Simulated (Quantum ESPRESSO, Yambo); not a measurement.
# A GW chain in Yambo: SnSe2 (1T monolayer), part 2 of 3

How does a plane-wave GW calculation on SnSe2 (1T monolayer) run from the first input to the gap?

Quantum ESPRESSO 7.5 and Yambo 5.3.0; PBE and many-body steps on it, plane waves. Known limits of the many-body steps: not at the basis limit; no spin-orbit coupling.

So far. Step 2 (Ground state): The gap is indirect, with the least direct gap 0.30 eV higher. Step 3 (Bands along the symmetry lines): The gap is 0.783 eV, −0.059 eV from the run before at this level.

## 4. Empty states on the mesh, 6×6×1 mesh, 126 bands

Level of this step: DFT, PBE, plane waves, norm-conserving pseudopotentials (Quantum ESPRESSO).

The sums over transitions need many empty states on a uniform mesh; this step solves for them.

The input, pw.in:

```
&control
  calculation = 'nscf'
  prefix = 'x'
  outdir = 'o'
  pseudo_dir = 'pseudo'
/
&system
  ibrav = 0
  nat = 3
  ntyp = 2
  ecutwfc = 104.0
  nbnd = 126
  force_symmorphic = .true.
/
&electrons
  conv_thr = 1e-9
  electron_maxstep = 80
  diago_full_acc = .true.
  diago_thr_init = 5e-6
/
ATOMIC_SPECIES
  Sn 118.71 Sn.upf
  Se 78.971 Se.upf
CELL_PARAMETERS angstrom
  3.8732937303 -0.0000000001 0.0000000000
  -1.9366468651 3.3543707668 0.0000000000
  0.0000000000 0.0000000000 15.0000000000
ATOMIC_POSITIONS crystal
  Sn 0.0000000000 0.0000000000 0.5000000000
  Se 0.3333333333 0.6666666667 0.6063661892
  Se 0.6666666667 0.3333333333 0.3936338108
K_POINTS automatic
  6 6 1 0 0 0
```

Started as:

```console
OMP_NUM_THREADS=1 mpirun -n 8 pw.x -nk 4 -in pw.in > pw.out
```

Output:

```text
[banner, memory and clock lines left out]
Program PWSCF v.7.5 starts

     Atomic positions and unit cell read from directory:
     o/x.save/

     Message from routine setup:
     using ibrav=0 with symmetry is DISCOURAGED, use correct ibrav instead

     bravais-lattice index     =            0
     lattice parameter (alat)  =       7.3195  a.u.
     unit-cell volume          =    1315.1623 (a.u.)^3
     number of atoms/cell      =            3
     number of atomic types    =            2
     number of electrons       =        70.00
     number of Kohn-Sham states=          126
     kinetic-energy cutoff     =     104.0000  Ry
     charge density cutoff     =     416.0000  Ry
     Exchange-correlation= PBE
                           (   1   4   3   4   0   0   0)

     celldm(1)=   7.319464  celldm(2)=   0.000000  celldm(3)=   0.000000
     celldm(4)=   0.000000  celldm(5)=   0.000000  celldm(6)=   0.000000

     crystal axes: (cart. coord. in units of alat)
               a(1) = (   1.000000  -0.000000   0.000000 )
               a(2) = (  -0.500000   0.866025   0.000000 )
               a(3) = (   0.000000   0.000000   3.872673 )

     reciprocal axes: (cart. coord. in units 2 pi/alat)
               b(1) = (  1.000000  0.577350 -0.000000 )
               b(2) = (  0.000000  1.154701 -0.000000 )
               b(3) = ( -0.000000 -0.000000  0.258220 )
     Pseudo is Norm-conserving + core correction, Zval = 22.0
     Generated using ONCVPSP code by D. R. Hamann
     Using radial grid of 1628 points,  6 beta functions with:
     Pseudo is Norm-conserving + core correction, Zval = 24.0
     Generated using ONCVPSP code by D. R. Hamann
     Using radial grid of 1214 points,  6 beta functions with:
     Sn               22.00   118.71000     Sn( 1.00)
     Se               24.00    78.97100     Se( 1.00)

     12 Sym. Ops., with inversion, found

   Cartesian axes

     site n.     atom                  positions (alat units)
         1        Sn     tau(   1) = (   0.0000000   0.0000000   1.9363365  )
         2        Se     tau(   2) = (  -0.0000000   0.5773503   2.3482580  )
         3        Se     tau(   3) = (   0.5000000   0.2886751   1.5244150  )

     number of k points=     7
                       cart. coord. in units 2pi/alat
        k(    1) = (   0.0000000   0.0000000   0.0000000), wk =   0.0555556
        k(    2) = (   0.0000000   0.1924501   0.0000000), wk =   0.3333333
        k(    3) = (   0.0000000   0.3849002   0.0000000), wk =   0.3333333
        k(    4) = (  -0.0000000  -0.5773503   0.0000000), wk =   0.1666667
        k(    5) = (   0.1666667   0.2886751   0.0000000), wk =   0.3333333
        k(    6) = (   0.1666667   0.4811252   0.0000000), wk =   0.6666667
        k(    7) = (   0.3333333   0.5773503   0.0000000), wk =   0.1111111

     Dense  grid:   188435 G-vectors     FFT dimensions: (  48,  48, 192)

     The potential is recalculated from file :
     o/x.save/charge-density

     Starting wfcs are   39 randomized atomic wfcs +   87 random wfcs

     Band Structure Calculation

     End of band structure calculation

          k = 0.0000 0.0000 0.0000 ( 23571 PWs)   bands (ev):

  -206.8599-206.8599-146.3526-146.3526-146.3526-146.3526-146.3115-146.3115
  -129.0131 -84.7911 -84.7911 -84.7816 -46.5343 -46.5343 -46.5343 -46.5343
   -46.4965 -46.4965 -46.4963 -46.4963 -46.4839 -46.4838 -20.9839 -20.9839
   -20.9542 -20.9443 -20.9443 -13.1677 -11.9089  -5.3988  -0.8823  -0.3200
[...]
[... 4 further rows ...]
[...]
35.9762  35.9762  36.0068  36.0068  36.1327  36.5877

          k = 0.0000 0.1925 0.0000 ( 23527 PWs)   bands (ev):

  -206.8599-206.8599-146.3526-146.3526-146.3526-146.3526-146.3115-146.3115
[...]
[... 4 further rows ...]
[...]
34.3554  34.8185  35.1631  35.3309  35.7152  35.9614

          k = 0.0000 0.3849 0.0000 ( 23518 PWs)   bands (ev):

  -206.8599-206.8599-146.3526-146.3526-146.3526-146.3526-146.3115-146.3115
[...]
20.6263  20.8093  21.0571  21.2159  21.6908  21.8669  22.4253  22.5133
     [... 4 further rows ...]
    32.6469  32.6887  33.1702  33.2932  33.3678  33.4839  33.5796  33.6396
    33.8729  34.2216  34.5258  34.7495  35.0667  35.1487

          k =-0.0000-0.5774 0.0000 ( 23560 PWs)   bands (ev):

     [... further k-points ...]

     highest occupied, lowest unoccupied level (ev):     0.1302    0.9237

     XML data file, pseudopotentials, collected wavefunctions
```

The job ended after 24 s (8 MPI ranks of Intel Xeon 6975P-C (Granite Rapids), shared host; peak memory 1.6 GiB).

Numbers from this step:

| Item | Value |
| --- | --- |
| gap | 0.7935 eV |
| k of the valence top | 0, 0.1667, 0 |
| k of the conduction bottom | 0, -0.5, 0 |
| least direct gap | 1.098 eV |
| k points computed | 7 |
| lowest point of the top converged band, above the valence top | 34.80 eV |

On this mesh the gap is 0.793 eV.

## 5. Conversion and set-up

This step: Yambo 5.3.0; conversion and set-up on PBE, plane waves, norm-conserving pseudopotentials.

The states are converted to the many-body program's format and the q mesh is built.

Started as:

```console
(cd o/x.save; p2y > p2y.log; mv SAVE ../..); yambo > setup.log
```

Output:

```text
 Yambo, version 5.3.0

 [02] CORE Variables Setup
 =========================

  [02.01] Unit cells
  ==================

  Cell kind             :  HCP
  Atoms in the cell     :  Sn  Se
  number of Sn atoms    :  1
  number of Se atoms    :  2

  List of atomic masses
  Mass of Sn    :  118.7100
  Mass of Se    :  78.97100

  List of atomic coordinates    : [cc]
  Sn1       :   0.00000   0.00000  14.17295  order 1
  Se1       : -0.30298E-09   4.2259       17.188      order 2
  Se2       :   3.65973   2.11295  11.15790  order 3

  Alat factors          :   7.31946   6.33884  28.34589 [a.u.]
  Direct lattice volume :   1315.16    [a.u.]
  Direct lattice vectors:  A[ 1 ]  A[ 2 ]  A[ 3 ]
   A[ 1 ]:   1.0000     -0.29812E-10   0.0000      [iru]
    7.3195     -0.18897E-09   0.0000      [cc]
   A[ 2 ]: -0.500000  1.000000  0.000000  [iru]
  -3.659732  6.338842  0.000000  [cc]
   A[ 3 ]:  0.000000  0.000000  1.000000  [iru]
    0.00000   0.00000  28.34589  [cc]

  Recip. lattice volume :  0.188608 [a.u.]
  Recip. lattice vectors:  B[ 1 ]  B[ 2 ]  B[ 3 ]
   B[ 1 ]:  1.000000  0.500000  0.000000  [iku]
   0.858421  0.495610 -0.000000  [cc]
   B[ 2 ]:  0.29812E-10   1.0000       0.0000      [iku]
   0.25591E-10  0.99122      -0.0000      [cc]
   B[ 3 ]:  0.000000  0.000000  1.000000  [iku]
  -0.000000 -0.000000  0.221661  [cc]

  [02.02] Symmetries
  ==================

  Inversion symmetry    : yes
  Spatial inversion     : yes
  Inversion index       :   7
  K-space Time-reversal : no
  Magnetic symmetries   : no
  Group table correct   : yes
  Symmetries units      :  [cc]

   [S  1]:   1.0000     -0.95069E-27   0.0000      0.23241E-17   1.0000       0.0000       0.0000       0.0000       1.0000
   [S  2]:   1.0000     -0.51636E-10   0.0000     -0.29812E-10  -1.0000       0.0000       0.0000       0.0000      -1.0000
   [S  3]: -0.500000  0.866025  0.000000 -0.866025 -0.500000  0.000000  0.000000  0.000000  1.000000
[...]
[S 11]:  0.500000  0.866025  0.000000  0.866025 -0.500000  0.000000  0.000000  0.000000  1.000000
   [S 12]:  0.500000 -0.866025  0.000000 -0.866025 -0.500000  0.000000  0.000000  0.000000  1.000000

  [02.03] Reciprocal space
  ========================

  nG shells         :   8183
  nG charge         :  188435
  nG WFs            :  27503
  nC WFs            :  23640
  G-vecs. in first 80 shells:  [ Number ]
     1    3    5    7    9   15   27   39   41
    53   65   67   79   81   93   99  111  123
   125  137  149  161  167  179  181  193  205
[...]
809   811   823   835   841   865   877   889
  ...
  Shell energy in first 80 shells:  [ mHa ]
[...]
4323.21      4421.32      4421.72      4445.89      4446.36      4519.59      4642.43      4642.58      4643.06
    4814.39      4815.10      4937.62      5011.09      5011.40      5035.50      5305.73      5306.36      5428.72
[...]
K/Q-points units:
  rlu = crystal or reduced units; cc = cartesian coordinates; iku = interal k-units

  K [1]          [rlu]:  0.000000  0.000000  0.000000
         WF components:  23571
  K [2]          [rlu]: -0.18335E-26  0.16667       0.0000
         WF components:  23527
  K [3]          [rlu]: -0.36669E-26  0.33333       0.0000
         WF components:  23518
  K [4]          [rlu]:  0.70890E-26 -0.50000       0.0000
         WF components:  23560
  K [5]          [rlu]:  0.166667  0.166667  0.000000
         WF components:  23534
  K [6]          [rlu]:  0.166667  0.333333  0.000000
         WF components:  23572
  K [7]          [rlu]:  0.333333  0.333333  0.000000
         WF components:  23640

  [02.05] Energies & Occupations
  ==============================

  [X] === General ===
  [X] Electronic Temperature                        :  0.000000  0.000000 [eV K]
  [X] Bosonic    Temperature                        :  0.000000  0.000000 [eV K]
  [X] Finite Temperature mode                       : no
  [X] El. density                                   :  0.35918E+24 [cm-3]
  [X] Fermi Level                                   :  0.130244 [eV]

  [X] === Gaps and Widths ===
  [X] Conduction Band Min                           :  0.793470 [eV]
  [X] Valence Band Max                              :  0.000000 [eV]
  [X] Filled Bands                                  :   35
  [X] Empty Bands                                   :   36  126
  [X] Direct Gap                                    :  1.097955 [eV]
  [X] Direct Gap localized at k                     :   4
  [X] Indirect Gap                                  :  0.793470 [eV]
  [X] Indirect Gap between kpts                     :   2   4
  [X] Last valence band width                       :  0.765720 [eV]
  [X] 1st conduction band width                     :  1.360906 [eV]

  E @ K [1]:  [eV]
  -206.9901 -206.9901 -146.4828 -146.4828 -146.4828 -146.4828 -146.4417 -146.4417
[...]
occ @ K [1]
[...]
E @ K [2]:  [eV]
[...]
occ @ K [2]
[...]
E @ K [3]:  [eV]
[...]
occ @ K [3]
[...]
E @ K [4]:  [eV]
[...]
occ @ K [4]
[...]
E @ K [5]:  [eV]
[...]
occ @ K [5]
[...]
E @ K [6]:  [eV]
[...]
occ @ K [6]
[...]
E @ K [7]:  [eV]
[...]
occ @ K [7]
[...]
0.000000  0.000000  0.000000  0.000000  0.000000  0.000000  0.000000  0.000000
   0.000000  0.000000  0.000000  0.000000  0.000000  0.000000  0.000000  0.000000

 [03] Transferred momenta grid and indexing
 ==========================================

 IBZ Q-points                                      :   7
 BZ  Q-points                                      :   36

 K/Q-points units:
 rlu = crystal or reduced units; cc = cartesian coordinates; iku = interal k-units

 Q [1]          [rlu]:  0.000000  0.000000  0.000000
 Q [2]          [rlu]:  0.44728E-18  0.16667       0.0000
 Q [3]          [rlu]:  0.89455E-18  0.33333       0.0000
 Q [4]          [rlu]: -0.13418E-17 -0.50000       0.0000
 Q [5]          [rlu]:  0.166667  0.166667  0.000000
 Q [6]          [rlu]:  0.166667  0.333333  0.000000
 Q [7]          [rlu]:  0.333333  0.333333  0.000000

  [03.01] X indexes
  =================

   [03.01.01] Sigma indexes
   ========================

 [06] Game Over & Game summary
```

Elapsed: 4.8 s, on 1 MPI rank; peak memory 0.26 GiB.

[end of part 2 of 3]

[Paths, hosts, dates, memory and timing lines, banners, echoed tables and standing remarks are left out of the program output.]

[Logs are printed without paths, hosts, clocks, repeated set-up lines and the standing remarks that a program may print on its own settings, such as how far it seeks lower states.]

[Runs of the session that timed out or met a known fault of the program may be left out.]

[Hosts, paths, dates, database ids (printed as entryN), source tags and the programs' standing remarks are cut or masked in the printed files.]
